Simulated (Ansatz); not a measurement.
**Grüneisen parameters and expansion of NaI (Fm-3m)**

Wanted: mode Grüneisen parameters of NaI and a free-energy fit over volumes.

Measurements to reproduce:
- volume expansion coefficient 135 1e-6/K near room temperature (given in “Descriptors for thermal expansion in solids”, 2017, arXiv:1701.03966)

Calculated with Ansatz 0.2.0; DFT LDA, scalar-relativistic, plane waves, PAW.

**1. The starting structure**

The structure is cubic, space group Fm-3m (No. 225). The conventional cell has a = 6.473 Å, b = 6.473 Å, c = 6.473 Å, α = 90.00°, β = 90.00°, γ = 90.00°. Nearest to Na lie 6 I at 3.24 Å. Nearest to I lie 6 Na at 3.24 Å. Farther neighbours and most contacts between anions are not listed.

**2. A first coarse run**

Before spending time, one coarse run tells the gap and the pressure of the starting cell.

The input, input.yaml:

```yaml
crystal:
  lattice:
    - [0.0, 3.2364, 3.2364]
    - [3.2364, 0.0, 3.2364]
    - [3.2364, 3.2364, 0.0]
  atoms:
    - { symbol: Na, position: [0.0, 0.0, 0.0] }
    - { symbol: I, position: [0.5, 0.5, 0.5] }
kpoints:
  mp_grid: { grid: [6, 6, 6] }
hamiltonian:
  xc: lda
scf:
  occupations: { method: gaussian, width: 0.1 }
output:
  forces: true
  stress: true
  eigenvalues: true
```

Run with:

```
$ ansatz run input.yaml --threads 4 --pin off --max-ram 16384MiB --backend cpu --events-out ev --progress --plain --runs-dir out
```

Numbers of over 12 decimals in the logs are rounded to 6 here.

What it wrote:

```text
Engine: ansatz 0.2.0, aarch64-unknown-linux-gnu
Pseudopotentials: kind: paw
Pseudopotential: Na, paw, valence charge 9, recommended cutoff 420 eV (normal), Na.paw.azcp
Pseudopotential: I, paw, valence charge 17, recommended cutoff 420 eV (normal), I.paw.azcp
Functional definition: SPW92
  exchange = slater_x
  correlation = pw_c
Crystal: 2 atoms, lattice volume = 67.798 Å³
Basis set: ecut = 420 eV, 1363 PW (Γ)
Bands: 17, of which v1, the nominal top of the filled ones, is band 13 counted from 1 (12 counted from 0)
Symmetry: 48 space group operations
Space group: Fm-3m (ITA 225), of the structure as read, at distance tolerance 4.1e-5 Å
k-points: 16 of 216
Non-local potential: Na, projectors of the file, l = 0: 3, l = 1: 2, l = 2: 1
Non-local potential: I, projectors of the file, l = 0: 2, l = 1: 2, l = 2: 2, l = 3: 2
PAW form: soft (Blöchl's): semilocal exchange-correlation on the pseudo side does not see the compensation charge
PAW frozen core: Na, regenerated for the run's functional, and the local potential with it (the file was generated under x = pbe(κ = 0.804, μ = 0.219515), c = pbe(β = 0.066725))
PAW frozen core: I, regenerated for the run's functional, and the local potential with it (the file was generated under x = pbe(κ = 0.804, μ = 0.219515), c = pbe(β = 0.066725))
PAW one-centre angular grid: Na, 110 points (default); XC on 64 Gauss nodes
PAW one-centre angular grid: I, 590 points (default); XC on 64 Gauss nodes
Initial density: superposition of atomic densities (neutral atoms: chi_scale 0, normalization atom), corrected by the library's trained network
Initial wavefunctions: pseudopotential atomic-orbital guess
Functional: x = slater, c = lda
SCF iter   1: F=—  HF=-8824.979556 eV  |F-HF|=—  |Δ(HF+E_count)|=         —  Δρ=5.26e-3  dr2=7.51e-3  ethr=1.77e-3  ⟨swp⟩=5.8  Hψ=1459  notcnv=0
preconditioner: auto → none  [insulator: Δε(μ)=3.323 eV  Ē_g=10.446 eV  σ=0.100 eV  W_gap=1.00  n_scr=14 (ndim 8)  ℏωp=12.8 eV  f_vac=0.068  D(μ)=0.00/eV (n_scr^D=0)  ε∞_Penn≈2.5]
SCF iter   2: F=—  HF=-8824.974755 eV  |F-HF|=—  |Δ(HF+E_count)|=   4.80e-3  Δρ=1.90e-3  dr2=1.68e-3  ethr=2.89e-5  ⟨swp⟩=2.1  Hψ=593  notcnv=0
SCF iter   3: F=—  HF=-8824.974474 eV  |F-HF|=—  |Δ(HF+E_count)|=   2.81e-4  Δρ=6.79e-4  dr2=2.57e-4  ethr=6.45e-6  ⟨swp⟩=2.2  Hψ=440  notcnv=0
SCF iter   4: F=—  HF=-8824.974395 eV  |F-HF|=—  |Δ(HF+E_count)|=   7.98e-5  Δρ=2.09e-4  dr2=1.40e-5  ethr=9.87e-7  ⟨swp⟩=2.6  Hψ=389  notcnv=0
SCF iter   5: F=—  HF=-8824.974394 eV  |F-HF|=—  |Δ(HF+E_count)|=   5.83e-7  Δρ=1.21e-5  dr2=1.37e-7  ethr=5.39e-8  ⟨swp⟩=1.1  Hψ=276  notcnv=0
SCF iter   6: F=-8824.974394 eV  HF=-8824.974394 eV  |F-HF|=5.46e-9  |Δ(HF+E_count)|=   1.03e-8  Δρ=3.07e-6  dr2=6.92e-9  ethr=3.85e-10  ⟨swp⟩=5.8  Hψ=1172  notcnv=0
SCF 1 converged in 6 iterations: F = -8824.974394 eV  dr2 = 6.92e-9
  greatest PAW one-centre occupation: 1.000 electrons in one spin orbital (limit 2), on the I atom at site 1 (counted from 0), in its partial waves of l = 2
SCF converged after 6 iterations
Free energy (F): -8824.974394 eV
Harris-Foulkes:  -8824.974394 eV  (|F-HF|=5.46e-9)
Internal energy: -8824.974394 eV  (E = F + TS)
E sigma→0 (E₀):  -8824.974394 eV
Fermi energy:    4.442581 eV
--- Per-component energies (eV) ---
  E_band       = -619.891497
  E_kinetic    = 310.456340
  E_local      = -3356.109297  (includes V_loc(G=0)·N_el)
  E_nonlocal   = 31.348119
  E_hartree    = 1517.054762
  E_xc         = -165.444759
  E_vxc        = -178.323104  (∫ρ·V_xc dr)
  E_paw        = -4905.351595  (= ΣΔE_a)
  E_vpaw       = -461.377934  (= ΣTr[D̂ρ^β])
  E_aug_tail   = 0.000050  (compensation charges beyond the density's cutoff)
  E_ewald      = -2257.850118
  E_core_change = 0.922105  (= ΣΔE_core)
  E_smearing   = -0.000000  (= −TS)
  E_closure    = 0.000000  (closes the sum)
  Σ components = -8824.974394   (vs F -8824.974394, Δ=0.00e0)
--- Forces (eV/Å), atoms counted from 1 ---
  atom   1  Na    -0.00000000     0.00000000    -0.00000000
  atom   2  I      0.00000000    -0.00000000    -0.00000000
  max |Σ_I F_I| component: 5.61e-29 eV/Å
--- Stress (GPa, compression-positive) ---
       -1.637343       0.000000      -0.000000
       -0.000000      -1.637343       0.000000
       -0.000000       0.000000      -1.637343
  P = ⅓ Tr σ = -1.6373 GPa (-16.373 kbar)
--- Band table (eV; the first three rows and the last of 16) ---
  k-point 0: bands = [... 9 lower, -8.3504, 2.7745, 2.7745, 2.7745, 6.1074, 10.6109, 10.6109, 10.6109]
  k-point 1: bands = [... 9 lower, -8.2769, 2.0057, 2.6981, 2.6981, 6.9494, 10.0831, 10.7947, 10.7947]
  k-point 2: bands = [... 9 lower, -8.1214, 0.9572, 2.5556, 2.5556, 7.6354, 10.3486, 10.3486, 10.5650]
  k-point 15: bands = [... 9 lower, -7.9562, 1.0624, 1.6408, 1.8601, 7.9290, 9.1259, 11.1705, 11.2069]
```

Wall time 0.38 s (4 threads of Arm Neoverse V2, shared host); peak memory 0.3 GiB; 1 s of CPU time.

The column dr2 measures how far the density is from self-consistency, as an energy; F and HF (Harris–Foulkes) agree once it is small.

This step gave:

* pressure: -1.637 GPa
* gap on the k-mesh: 3.333 eV
* volume per atom: 33.90 Å³

The start is under -1.6 GPa at this level and looks like an insulator or semiconductor on this mesh.

**3. Finding the static equilibrium**

Phonons are second derivatives about a minimum, so cell and atoms are relaxed first, inside the symmetry of the start.

input.yaml, the sections that differ from step 2:

```yaml
scf:
  occupations: { method: gaussian, width: 0.02 }
relax:
  adjacent_minimum: "off"
  f_tol: 0.005
  max_steps: 80
  cell: { stress_tol: 0.05 }
# crystal, kpoints, hamiltonian, output: as in step 2
```

What it wrote:

```text
[...]
Crystal: 2 atoms, lattice volume = 67.798 Å³
Basis set: ecut = 420 eV, 1363 PW (Γ)
Bands: 17, of which v1, the nominal top of the filled ones, is band 13 counted from 1 (12 counted from 0)
Symmetry: 48 space group operations
[...]
k-points: 16 of 216
[...]
SCF iter   1: F=—  HF=-8824.979585 eV  |F-HF|=—  |Δ(HF+E_count)|=         —  Δρ=5.25e-3  dr2=7.50e-3  ethr=1.77e-3  ⟨swp⟩=6.2  Hψ=1483  notcnv=0
[...]
SCF iter   6: F=-8824.974394 eV  HF=-8824.974394 eV  |F-HF|=5.90e-9  |Δ(HF+E_count)|=   6.97e-9  Δρ=3.29e-6  dr2=7.58e-9  ethr=3.85e-10  ⟨swp⟩=6.3  Hψ=1198  notcnv=0
SCF 1 converged in 6 iterations: F = -8824.974394 eV  dr2 = 7.58e-9
[...]
relax step   1: F+E_penalty+E_count = -8824.97439401 eV  Δ(F+E_penalty+E_count) = +0.000e0 eV  max|allowed force component| = 1.361e-28 eV/Å  Δτ_max = 0.0000 Å  P = -1.637 GPa  Ω = 67.798 Å³  (6 SCF iters, dr2 threshold 1.00e-7 eV, accepted)
Crystal: 2 atoms, lattice volume = 64.528 Å³
Basis set: ecut = 420 eV, 1243 PW (Γ)
[...]
iter 1 solved again at ethr=1.26e-5 eV; its pass at ethr=3.10e-3 eV (dr2=3.29e-3 eV) is discarded
[...]
SCF iter   5: F=-8825.001406 eV  HF=-8825.001406 eV  |F-HF|=7.09e-11  |Δ(HF+E_count)|=   1.12e-7  Δρ=6.24e-6  dr2=1.72e-8  ethr=7.69e-10  ⟨swp⟩=6.9  Hψ=1273  notcnv=0
SCF 2 converged in 5 iterations: F = -8825.001406 eV  dr2 = 1.72e-8
relax step   2: F+E_penalty+E_count = -8825.00140553 eV  Δ(F+E_penalty+E_count) = -2.701e-2 eV  max|allowed force component| = 1.893e-29 eV/Å  Δτ_max = 0.0000 Å  P = -0.936 GPa  Ω = 64.528 Å³  energy of the carried Pulay correction = +3.782e-4 eV  (5 SCF iters, dr2 threshold 2.00e-7 eV, accepted)
Crystal: 2 atoms, lattice volume = 60.631 Å³
[...]
SCF iter   5: F=-8825.011154 eV  HF=-8825.011154 eV  |F-HF|=1.26e-9  |Δ(HF+E_count)|=   1.56e-7  Δρ=7.43e-6  dr2=1.97e-8  ethr=7.69e-10  ⟨swp⟩=7.1  Hψ=1295  notcnv=0
SCF 3 converged in 5 iterations: F = -8825.011154 eV  dr2 = 1.97e-8
relax step   3: F+E_penalty+E_count = -8825.01115433 eV  Δ(F+E_penalty+E_count) = -9.749e-3 eV  max|allowed force component| = 2.009e-29 eV/Å  Δτ_max = 0.0000 Å  P = +0.246 GPa  Ω = 60.631 Å³  energy of the carried Pulay correction = +8.541e-4 eV  (5 SCF iters, dr2 threshold 2.00e-7 eV, accepted)
[...]
relax step   4: F+E_penalty+E_count = -8825.01158449 eV  Δ(F+E_penalty+E_count) = -4.302e-4 eV  max|allowed force component| = 3.563e-29 eV/Å  Δτ_max = 0.0000 Å  P = -0.024 GPa  Ω = 61.403 Å³  energy of the carried Pulay correction = +7.575e-4 eV  (4 SCF iters, dr2 threshold 1.51e-7 eV, accepted)
[...]
SCF iter   1: F=—  HF=-8825.010783 eV  |F-HF|=—  |Δ(HF+E_count)|=         —  Δρ=7.56e-5  dr2=6.20e-7  ethr=3.59e-6  ⟨swp⟩=2.4  Hψ=2124  notcnv=0
eigensolver tolerance schedule: the retry pair's looser diagonalisation over-reported the residual by 1506.21 of it (diagonalisation noise at an unbounded share of the residual, at the tolerance the schedule requests for it); recorded, not acted on — ethr = c·dr2/N_el stays at c = 1.0e-1
[...]
SCF iter   2: F=—  HF=-8825.010782 eV  |F-HF|=—  |Δ(HF+E_count)|=   1.45e-6  Δρ=3.57e-5  dr2=1.04e-7  ethr=2.38e-9  ⟨swp⟩=2.3  Hψ=495  notcnv=0
[...]
SCF iter   5: F=-8825.010782 eV  HF=-8825.010782 eV  |F-HF|=3.64e-12  |Δ(HF+E_count)|=  1.44e-10  Δρ=1.92e-7  dr2=8.18e-12  ethr=1.00e-12  ⟨swp⟩=6.7  Hψ=1279  notcnv=0
SCF 5 converged in 5 iterations: F = -8825.010782 eV  dr2 = 8.18e-12
relax step   5: F+E_penalty+E_count = -8825.01078197 eV  Δ(F+E_penalty+E_count) = +8.025e-4 eV  max|allowed force component| = 2.248e-29 eV/Å  Δτ_max = 0.0000 Å  P = -0.024 GPa  Ω = 61.403 Å³  stress off target by 2.41e-2 GPa  SCF on the basis re-selected at this cell (its energy is not comparable with the rows above)  (5 SCF iters)
basis re-selected at this cell: Δ(F+E_penalty+E_count) = +8.025e-4 eV, ΔP = -0.000 GPa vs the last step (what re-selecting the basis moved, of the pressure what is left beyond the Pulay correction that the steps carried, after the strain that the cell walked since its last selection, with what the two solves' SCF thresholds leave and, on support functions, any second-order correction that the steps lacked; it is no measure of the basis error at this ecutwfc). The dense FFT grid was sized anew with the basis: this SCF ran on 30×30×30 points, the steps before it on 32×32×32, so part of this shift can come from that change (see relax.cell in the input reference). [rest of the remark cut]
SCF converged after 5 iterations
Free energy (F): -8825.010782 eV
[...]
Internal energy: -8825.010782 eV  (E = F + TS)
E sigma→0 (E₀):  -8825.010782 eV
Fermi energy:    5.545330 eV
[...]
--- Stress (GPa, compression-positive) ---
       -0.024073      -0.000000       0.000000
       -0.000000      -0.024073      -0.000000
       -0.000000      -0.000000      -0.024073
  P = ⅓ Tr σ = -0.0241 GPa (-0.241 kbar)
--- Band table (eV; the first three rows and the last of 16) ---
  k-point 0: bands = [... 9 lower, -7.6655, 3.7374, 3.7374, 3.7374, 7.3531, 11.5741, 11.5741, 11.5741]
  k-point 1: bands = [... 9 lower, -7.5683, 2.8404, 3.6419, 3.6419, 8.2445, 11.0930, 11.8063, 11.8063]
  k-point 2: bands = [... 9 lower, -7.3593, 1.6170, 3.4660, 3.4660, 8.7177, 11.4034, 11.4034, 12.0363]
  k-point 15: bands = [... 9 lower, -7.1380, 1.7130, 2.3845, 2.6456, 9.0615, 10.0575, 12.4680, 12.4963]
--- Relaxed structure (4 steps of the walk, 4 accepted, 1 SCFs on fresh bases) ---
  F+E_penalty+E_count = -8825.01078197 eV   max|allowed force component| = 2.248e-29 eV/Å   (the final SCF, on the basis selected at the relaxed cell)
  cell:  # Å, volume = 61.4032 Å³
    - [0, 3.131269, 3.131269]
    - [3.131269, 0, 3.131269]
    - [3.131269, 3.131269, 0]
  atoms:
    - { symbol: Na, position: [0, 0, 0] }
    - { symbol: I, position: [0.500000, 0.5, 0.5] }
```

The job ended after 1.7 s (4 threads; peak memory 0.33 GiB).

The steps of the relaxation:

```
step  energy less that of the first step (eV)  largest force component (eV/Å)  pressure (GPa)  volume (Å³)
   1                                   0.0000                          0.0000           -1.64        67.80
   2                                  -0.0270                          0.0000           -0.94        64.53
   3                                  -0.0368                          0.0000            0.25        60.63
   4                                  -0.0372                          0.0000           -0.02        61.40
  5*                                  -0.0364                          0.0000           -0.02        61.40
```

Relaxation steps marked * repeat the geometry before them on a plane-wave basis chosen anew for their cell, so energy and pressure can jump there.

Forces are held to the 48 operations that the run works with; a distortion that breaks them can't arise in this run.

```
conventional cell, symmetrised  before  after  change
                         a (Å)   6.473  6.263  -3.2 %
                         b (Å)   6.473  6.263  -3.2 %
                         c (Å)   6.473  6.263  -3.2 %
              volume (Å³/atom)   33.90  30.70  -9.4 %
```

Final coordinates:

```xyz
2
Lattice="0.0000 3.1313 3.1313 3.1313 0.0000 3.1313 3.1313 3.1313 0.0000" Properties=species:S:1:pos:R:3 pbc="T T T"
Na    0.0000    0.0000    0.0000
I     3.1313    3.1313    3.1313
```

Numbers from this step:

```
pressure          : -0.02407 GPa
gap on the k-mesh : 3.616 eV
volume per atom   : 30.70 Å³
```

The relaxation ends with a pressure of -0.02 GPa.

**4. A second relaxation**

The relaxation is run once more from where the first one ended, as the script does after a large change of volume or of the gap, with mesh and occupations reviewed.

input.yaml: that of step 3 with these lines changed.

```diff
@@ -2,5 +2,5 @@
   lattice:
-    - [0.0, 3.2364, 3.2364]
-    - [3.2364, 0.0, 3.2364]
-    - [3.2364, 3.2364, 0.0]
+    - [0.0, 3.1312689538, 3.1312689538]
+    - [3.1312689538, 0.0, 3.1312689538]
+    - [3.1312689538, 3.1312689538, 0.0]
   atoms:
```

What it wrote:

```text
[...]
Crystal: 2 atoms, lattice volume = 61.403 Å³
Basis set: ecut = 420 eV, 1243 PW (Γ)
Bands: 17, of which v1, the nominal top of the filled ones, is band 13 counted from 1 (12 counted from 0)
Symmetry: 48 space group operations
[...]
k-points: 16 of 216
[...]
k-point 15: bands = [... 9 lower, -7.1380, 1.7130, 2.3845, 2.6456, 9.0615, 10.0575, 12.4680, 12.4963]
--- Relaxed structure (1 steps of the walk, 1 accepted, 1 SCFs on fresh bases) ---
[...]
cell:  # Å, volume = 61.4032 Å³
    - [0.0, 3.1312689538, 3.1312689538]
    - [3.1312689538, 0.0, 3.1312689538]
    - [3.1312689538, 3.1312689538, 0.0]
  atoms:
    - { symbol: Na, position: [0.0, 0.0, 0.0] }
    - { symbol: I, position: [0.5, 0.5, 0.5] }
[key lines of the parts left out:]
SCF converged after 6 iterations
Free energy (F): -8825.010782 eV
Fermi energy:    5.545333 eV
P = ⅓ Tr σ = -0.0241 GPa (-0.241 kbar)
```

Elapsed: 0.77 s, on 4 threads; peak memory 0.32 GiB; 2.3 s of CPU time.

Little changed from the start: no atom moved by 0.005 Å and no cell edge by 0.1 %.

**5. Relaxing to small residual forces and stress**

The relaxation is repeated with tighter thresholds on force and stress, since phonons are sensitive to what is left; a change of mesh or smearing in the input moves the cell too.

input.yaml, the sections that differ from step 4:

```yaml
kpoints:
  mp_grid: { grid: [8, 8, 8] }
scf:
  occupations: { method: fixed }
relax:
  adjacent_minimum: "off"
  f_tol: 0.001
  max_steps: 60
  cell: { stress_tol: 0.01 }
# crystal, hamiltonian, output: as in step 4
```

What it wrote:

```text
[...]
Crystal: 2 atoms, lattice volume = 61.403 Å³
Basis set: ecut = 420 eV, 1243 PW (Γ)
Bands: 17, of which v1, the nominal top of the filled ones, is band 13 counted from 1 (12 counted from 0)
Symmetry: 48 space group operations
[...]
k-points: 29 of 512
[...]
k-point 28: bands = [... 9 lower, -7.1234, 2.0315, 2.0315, 2.5994, 9.6250, 11.2154, 11.2154, 11.7118]
--- Relaxed structure (3 steps of the walk, 3 accepted, 1 SCFs on fresh bases) ---
[...]
cell:  # Å, volume = 61.3210 Å³
    - [0, 3.129871, 3.129871]
    - [3.129871, 0, 3.129871]
    - [3.129871, 3.129871, 0]
  atoms:
    - { symbol: Na, position: [0, 0, 0] }
    - { symbol: I, position: [0.500000, 0.500000, 0.500000] }
[key lines of the parts left out:]
SCF converged after 8 iterations
Free energy (F): -8825.011081 eV
Fermi energy:    3.750935 eV
P = ⅓ Tr σ = 0.0000 GPa (0.000 kbar)
```

Elapsed: 1.9 s, on 4 threads; peak memory 0.34 GiB; 6.2 s of CPU time.

Little changed from the start: no atom moved by 0.005 Å and no cell edge by 0.1 %.

Numbers from this step:

* pressure: 2.73e-5 GPa
* gap on the k-mesh: 3.620 eV
* volume per atom: 30.66 Å³

The residual pressure is 2.7e-5 GPa, small enough for phonons.

(Part 1 of 4 ends here.)

[Logs are printed without paths, hosts, clocks, repeated set-up lines and the standing remarks that a program may print on its own settings, such as how far it seeks lower states.]

[Hosts, paths, dates, database ids (printed as entryN), source tags and the programs' standing remarks are cut or masked in the printed files.]

[A step with changed settings may run another functional than the one named; its input shows which.]

[Of the runs on displaced cells, only some may be shown.]
